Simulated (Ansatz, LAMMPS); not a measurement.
## Molecular dynamics of amorphous carbon (100 atoms)

Aim: follow amorphous carbon (100 atoms) for a short time with forces from DFT, then look at structure and electrons in the last frame.

Program: Ansatz 0.2.0. Level of theory: Kohn-Sham DFT, RPBE, PAW (set soft_2), plane waves. Results are calculated unless marked as measured.

### 1. The structure

The cell holds 100 atoms: 100 C. Its edges and angles: a = 10.470 Å, b = 10.470 Å, c = 10.470 Å, α = 90.0°, β = 90.0°, γ = 90.0°. 100 atoms (100 C) placed at random at 1.74 g/cm³, melted at 5500 K for 10 ps at fixed volume with the LCBOP (Los and Fasolino, Phys. Rev. B 68, 024107 (2003)). Quenched from 5500 K to 300 K at 100 K/ps and fixed volume, held 5 ps.

Before any run, some limits are plain. The quench rate of 100 K/ps is many orders above laboratory rates, so the cell is likely richer in defects and strain than a real sample. The network of bonds at the start is that of the classical potential that made the cell. Only the Γ point is sampled, in a cell whose shortest periodic width is 10 Å.

### 2. Dynamics started at 300 K

Without a thermostat the total energy must stay constant, which tests forces and time step. The time step is 1.0 fs.

Input file input.yaml:

```yaml
crystal:
  lattice:
    - [10.4695, 0.0, 0.0]
    - [0.0, 10.4695, 0.0]
    - [0.0, 0.0, 10.4695]
  atoms:
    - { symbol: C, position: [0.72688, 0.10834, 0.46692] }
    - { symbol: C, position: [0.49245, 0.51328, 0.20181] }
    - { symbol: C, position: [0.5828, 0.62756, 0.89728] }
    - { symbol: C, position: [0.9649, 0.01295, 0.48] }
    [... 90 atom lines left out ...]
    - { symbol: C, position: [0.25599, 0.7253, 0.79] }
    - { symbol: C, position: [0.10618, 0.6552, 0.6241] }
    - { symbol: C, position: [0.80146, 0.33487, 0.94856] }
    - { symbol: C, position: [0.62831, 0.032, 0.75548] }
    - { symbol: C, position: [0.54992, 0.53003, 0.42772] }
    - { symbol: C, position: [0.25702, 0.30576, 0.83622] }
kpoints:
  mp_grid: { grid: [1, 1, 1] }
hamiltonian:
  xc: rpbe
scf:
  occupations: { method: fermi_dirac, width: 0.05 }
output:
  forces: true
  stress: true
md:
  timestep: 1.0
  n_steps: 196
  ensemble: nve
  temperature: 300
  initial_velocities: maxwell_boltzmann
  seed: 3486
```

Run with:

```console
$ ansatz run input.yaml --threads 4 --pin off --max-ram 8192MiB --backend cpu --events-out ev --progress --plain --runs-dir out
```

The job ended after 23 min (4 threads of Arm Neoverse V1, shared host; peak memory 1.4 GiB).

The program notes that the SCF threshold is loose for the stress and it switched symmetry off.

The trajectory, sampled:

| time (fs) | T (K) | potential (meV/atom) | conserved (meV/atom) |
| --- | --- | --- | --- |
| 0.0 | 300 | 0.0 | 0.00 |
| 13.0 | 548 | -32.0 | -0.21 |
| 26.0 | 603 | -39.0 | -0.15 |
| 39.0 | 740 | -56.7 | -0.33 |
| 52.0 | 705 | -52.1 | -0.31 |
| 65.0 | 688 | -49.9 | -0.29 |
| 78.0 | 697 | -51.1 | -0.33 |
| 91.0 | 677 | -48.6 | -0.30 |
| 105.0 | 747 | -57.5 | -0.31 |
| 118.0 | 719 | -53.9 | -0.37 |
| 131.0 | 619 | -41.1 | -0.23 |
| 144.0 | 702 | -51.8 | -0.26 |
| 157.0 | 657 | -46.0 | -0.33 |
| 170.0 | 703 | -51.9 | -0.30 |
| 183.0 | 716 | -53.5 | -0.35 |
| 196.0 | 844 | -69.9 | -0.30 |

Mean square displacement from the first frame to the last: C 0.11 Å².

The mean square displacement by time lag:

| time lag (fs) | mean square displacement (Å²) |
| --- | --- |
| 1.0 | 1.4e-4 |
| 5.0 | 0.00335 |
| 9.0 | 0.00973 |
| 13.0 | 0.0174 |
| 21.0 | 0.0317 |
| 25.0 | 0.0378 |
| 29.0 | 0.0434 |
| 33.0 | 0.0488 |
| 37.0 | 0.0537 |
| 41.0 | 0.0580 |
| 45.0 | 0.0617 |
| 53.0 | 0.0684 |
| 57.0 | 0.0718 |
| 61.0 | 0.0749 |
| 65.0 | 0.0776 |
| 69.0 | 0.0795 |
| 73.0 | 0.0805 |
| 77.0 | 0.0806 |
| 85.0 | 0.0793 |
| 89.0 | 0.0781 |
| 93.0 | 0.0766 |
| 98.0 | 0.0747 |

Over the second half of 196 fs the temperature averages 699 K with swings of 50 K r.m.s. The conserved energy stays within 0.47 meV/atom. The atoms reach a mean square displacement of 0.11 Å² at the end; the farthest move is 0.90 Å. The mean temperature of 699 K lies well off the 300 K of the input: without a thermostat, the energy that the start releases heats the cell. The count of bonds goes from 145 in the first frame to 146 in the last, by one set of cutoffs: 3 pairs passed out of them and 4 came within. The run spans 0.20 ps, too short for its means to be equilibrium values.

### 3. Structure statistics late in the run

The g(r) is a mean over the second half; what follows it is taken at the last frame.

Density 1.74 g/cm³, 11.48 Å³ an atom.

Mean of 14 frames. Pair distribution function in bins of 0.1 Å:

| r (Å) | total |
| --- | --- |
| 1.05 | 0.00 |
| 1.15 | 0.07 |
| 1.25 | 0.22 |
| 1.35 | 2.01 |
| 1.45 | 4.56 |
| 1.55 | 3.69 |
| 1.65 | 1.12 |
| 1.75 | 0.31 |
| 1.85 | 0.11 |
| 1.95 | 0.06 |
| 2.05 | 0.06 |
| 2.15 | 0.09 |
| 2.25 | 0.21 |
| 2.35 | 0.75 |
| 2.45 | 1.59 |
| 2.55 | 2.02 |
| 2.65 | 1.78 |
| 2.75 | 1.12 |
| 2.85 | 0.74 |
| 2.95 | 0.57 |
| 3.05 | 0.64 |
| 3.15 | 0.74 |
| 3.25 | 0.80 |
| 3.35 | 0.97 |
| 3.45 | 1.15 |
| 3.55 | 1.16 |
| 3.65 | 1.21 |
| 3.75 | 1.25 |
| 3.85 | 1.19 |
| 3.95 | 1.11 |
| 4.05 | 0.90 |
| 4.15 | 0.82 |
| 4.25 | 0.76 |
| 4.35 | 0.84 |
| 4.45 | 0.88 |
| 4.55 | 0.93 |
| 4.65 | 1.12 |
| 4.75 | 1.17 |
| 4.85 | 1.13 |
| 4.95 | 1.10 |
| 5.05 | 1.02 |
| 5.15 | 0.96 |

Bonds by pair of elements; cutoffs follow the first minimum of g(r), held within bounds set by covalent radii, and pairs that aren't listed don't count as bonded:

| pair A-B | cutoff (Å) | bonds | mean length (Å) | spread (Å) | shortest (Å) | B about A | A about B |
| --- | --- | --- | --- | --- | --- | --- | --- |
| C-C | 1.85 | 146 | 1.49 | 0.104 | 1.20 | 2.92 | 2.92 |

How many atoms have how many bonded neighbours:

| element | mean | 2 | 3 | 4 |
| --- | --- | --- | --- | --- |
| C | 2.92 | 13 | 82 | 5 |

Bond angles, per cent of each kind in bins of 5°:

| angle (°) | C-C-C |
| --- | --- |
| 80–85 | 1.7 |
| 85–90 | 0.7 |
| 90–95 | 1.4 |
| 95–100 | 3.1 |
| 100–105 | 4.2 |
| 105–110 | 10.7 |
| 110–115 | 15.2 |
| 115–120 | 15.6 |
| 120–125 | 17.6 |
| 125–130 | 14.5 |
| 130–135 | 4.8 |
| 135–140 | 4.5 |
| 140–145 | 1.0 |
| 145–150 | 1.0 |
| 150–155 | 0.7 |
| 155–160 | 0.7 |
| 160–165 | 0.7 |
| 165–170 | 1.4 |
| 170–175 | 0.3 |

Bond angles (no mean is given where the spread exceeds 20°):

| angle | count | mean (°) | spread (°) |
| --- | --- | --- | --- |
| C-C-C | 289 | 120 | 14.5 |

Bond length by coordination (bonds to H left out):

| element | coordination | atoms | mean bond length (Å) |
| --- | --- | --- | --- |
| C | 2 | 13 | 1.37 |
| C | 3 | 82 | 1.50 |
| C | 4 | 5 | 1.64 |

Rings of the network by King's shortest-path rule, up to 12 atoms, one path for each pair of neighbours; H, halogens, alkali and alkaline-earth atoms are left out, and the last column divides by all other atoms, bonded or not:

| ring size (atoms) | rings | per network atom |
| --- | --- | --- |
| 4 | 2 | 0.02 |
| 5 | 8 | 0.08 |
| 6 | 4 | 0.04 |
| 7 | 3 | 0.03 |
| 8 | 15 | 0.15 |
| 9 | 12 | 0.12 |
| 10 | 6 | 0.06 |
| 11 | 12 | 0.12 |
| 12 | 7 | 0.07 |

By these cutoffs 82 % of C atoms have 3 bonded neighbours. The C-C-C angle averages 120° with a spread of 14°. Read as hybridisation, 5 % of the carbon is sp3 and 82 % sp2. Bonds at C atoms with 2 neighbours average 1.37 Å, against 1.64 Å at those with 4. Rings of 8 atoms are the most common (22 % of those counted); sizes run from 4 to 12, where the search stops.

### 4. Single point at the last frame

The last frame is solved once more, with the analyses that the dynamics left out.

Input file input.yaml:

```yaml
crystal:
  lattice:
    - [10.4695, 0.0, 0.0]
    - [0.0, 10.4695, 0.0]
    - [0.0, 0.0, 10.4695]
  atoms:
    - { symbol: C, position: [0.73673, 0.11782, 0.48778] }
    - { symbol: C, position: [0.48824, 0.50665, 0.22001] }
    - { symbol: C, position: [0.59724, 0.61832, 0.90727] }
    - { symbol: C, position: [0.96869, 0.02097, 0.47557] }
    [... 90 atom lines left out ...]
    - { symbol: C, position: [0.26977, 0.74638, 0.79174] }
    - { symbol: C, position: [0.10908, 0.66463, 0.62526] }
    - { symbol: C, position: [0.7991, 0.32037, 0.93603] }
    - { symbol: C, position: [0.65611, 0.98367, 0.77301] }
    - { symbol: C, position: [0.57103, 0.53143, 0.43671] }
    - { symbol: C, position: [0.23593, 0.27073, 0.83976] }
kpoints:
  mp_grid: { grid: [1, 1, 1] }
hamiltonian:
  xc: rpbe
scf:
  occupations: { method: fermi_dirac, width: 0.05 }
output:
  forces: true
  stress: true
  populations: true
  dos:
    method: { smearing: { sigma: 0.15 } }
    de: 0.1
    projected: { site_lists: { C: [C] } }
  eigenvalues: true
  write_density: true
  write_potential: true
  volumetric_format: npy
```

The job ended after 19 s (4 threads; peak memory 1.3 GiB; 74 s of CPU time).

The program notes that the exchange-correlation potential is rough where the density is thin.

Read from the output:

| Quantity | Value |
| --- | --- |
| free energy | -25127.0044 eV |
| free energy per atom | -251.2700 eV/atom |
| SCF cycles | 13 |
| pressure | -11.47 GPa |
| r.m.s. force component | 1.454 eV/Å |
| longest force | 6.472 eV/Å |
| Fermi energy | 4.369 eV |
| levels partly filled by over 2 per cent | 4 |
| spilling of the projection | 0.009601 |

Neighbours are counted within 1.85 Å (C-C), the cutoffs taken from the dynamics.

Length of the force by element and coordination:

| element | coordination | atoms | mean length of the force (eV/Å) | spread | least | most |
| --- | --- | --- | --- | --- | --- | --- |
| C | all | 100 | 2.23 | 1.17 | 0.145 | 6.47 |
| C | 2 | 13 | 2.87 | 2.08 | 0.145 | 6.47 |
| C | 3 | 82 | 2.14 | 0.960 | 0.433 | 5.81 |
| C | 4 | 5 | 1.93 | 0.0914 | 1.83 | 2.05 |

The mean of these charges, 0.038 e, is only the charge that the projection spills.

Löwdin charges by element and coordination (they lack the spilled electrons, 0.038 e an atom on average):

| element | coordination | atoms | mean charge (e) | spread | least | most |
| --- | --- | --- | --- | --- | --- | --- |
| C | all | 100 | 0.0384 | 0.0262 | -0.0448 | 0.126 |
| C | 2 | 13 | 0.0354 | 0.0355 | -0.0448 | 0.100 |
| C | 3 | 82 | 0.0379 | 0.0247 | -0.0177 | 0.126 |
| C | 4 | 5 | 0.0539 | 0.0134 | 0.033 | 0.0716 |

Density of states as counts of states in windows of 1 eV (from the Fermi level), total and the larger projections:

| from (eV) | to (eV) | total | C p | C s |
| --- | --- | --- | --- | --- |
| -18 | -17 | 16.1 | 4.0 | 11.9 |
| -17 | -16 | 13.3 | 3.7 | 9.5 |
| -16 | -15 | 18.6 | 6.4 | 12.0 |
| -15 | -14 | 20.1 | 8.4 | 11.4 |
| -14 | -13 | 15.7 | 7.6 | 7.9 |
| -13 | -12 | 15.6 | 8.6 | 6.9 |
| -12 | -11 | 15.4 | 9.6 | 5.6 |
| -11 | -10 | 18.5 | 13.2 | 5.1 |
| -10 | -9 | 18.8 | 14.8 | 3.8 |
| -9 | -8 | 25.0 | 21.8 | 2.8 |
| -8 | -7 | 30.0 | 27.3 | 2.4 |
| -7 | -6 | 32.2 | 30.1 | 1.9 |
| -6 | -5 | 27.3 | 25.7 | 1.4 |
| -5 | -4 | 26.4 | 25.0 | 1.2 |
| -4 | -3 | 27.0 | 25.7 | 1.1 |
| -3 | -2 | 26.4 | 25.3 | 1.0 |
| -2 | -1 | 22.5 | 21.6 | 0.9 |
| -1 | 0 | 18.2 | 17.2 | 0.8 |
| 0 | 1 | 15.1 | 14.1 | 0.7 |
| 1 | 2 | 21.7 | 19.7 | 1.5 |
| 2 | 3 | 22.7 | 20.2 | 1.8 |
| 3 | 4 | 21.0 | 18.1 | 2.0 |
| 4 | 5 | 18.7 | 13.9 | 2.1 |

Between -20 and -18 eV lie 13 more states.

The levels nearest the highest filled one (over half full), pooled over k-points and spins:

| level less the highest filled one (eV) | occupation |
| --- | --- |
| -0.553 | 2 |
| -0.479 | 2 |
| -0.364 | 2.00 |
| -0.282 | 2.00 |
| -0.222 | 1.99 |
| 0 | 1.26 |
| 0.0912 | 0.429 |
| 0.124 | 0.248 |
| 0.187 | 0.078 |
| 0.311 | 0.007 |
| 0.550 | 0 |
| 0.825 | 0 |

Löwdin charges run from -0.04 to +0.13 e, about a mean that is the spilled charge alone. Within 0.4 eV of the Fermi level the largest share is C p (95 % of the projected weight).

### 5. What came out

- mean temperature, second half: 699 K
- temperature swing, second half: 49.5 K
- mean pressure, second half: -12.88 GPa
- slope of the conserved energy against time, by least squares: -0.1077 meV/atom/ps
- free energy per atom: -251.2700 eV/atom
- pressure: -11.47 GPa
- r.m.s. force component: 1.454 eV/Å
- wall time of the 2 DFT runs: 23 min

What this shows: Over the second half of 196 fs the temperature averages 699 K with swings of 50 K r.m.s. The conserved energy stays within 0.47 meV/atom. The mean temperature of 699 K lies well off the 300 K of the input: without a thermostat, the energy that the start releases heats the cell. The count of bonds goes from 145 in the first frame to 146 in the last, by one set of cutoffs: 3 pairs passed out of them and 4 came within. The run spans 0.20 ps, too short for its means to be equilibrium values. Counting bonds as in the table, 82 % of C atoms have 3 bonded neighbours. Read as hybridisation, 5 % of the carbon is sp3 and 82 % sp2.

Counting bands leaves a spacing of only 0.091 eV (at Γ alone), which the smearing bridges: 4 levels are partly filled by over 2 %, so a gap, if any, is small at this level.

Caveats: The network of bonds at the start is that of the classical potential that made the cell; in DFT 3 of its 145 bonded pairs passed out of the cutoffs and 4 came within them. The pressure of -11 GPa is that of one thermal frame at a volume set beforehand, without the kinetic term.

[Logs are printed without paths, hosts, clocks, repeated set-up lines and the standing remarks that a program may print on its own settings, such as how far it seeks lower states.]

[Hosts, paths, dates, database ids (printed as entryN), source tags and the programs' standing remarks are cut or masked in the printed files.]
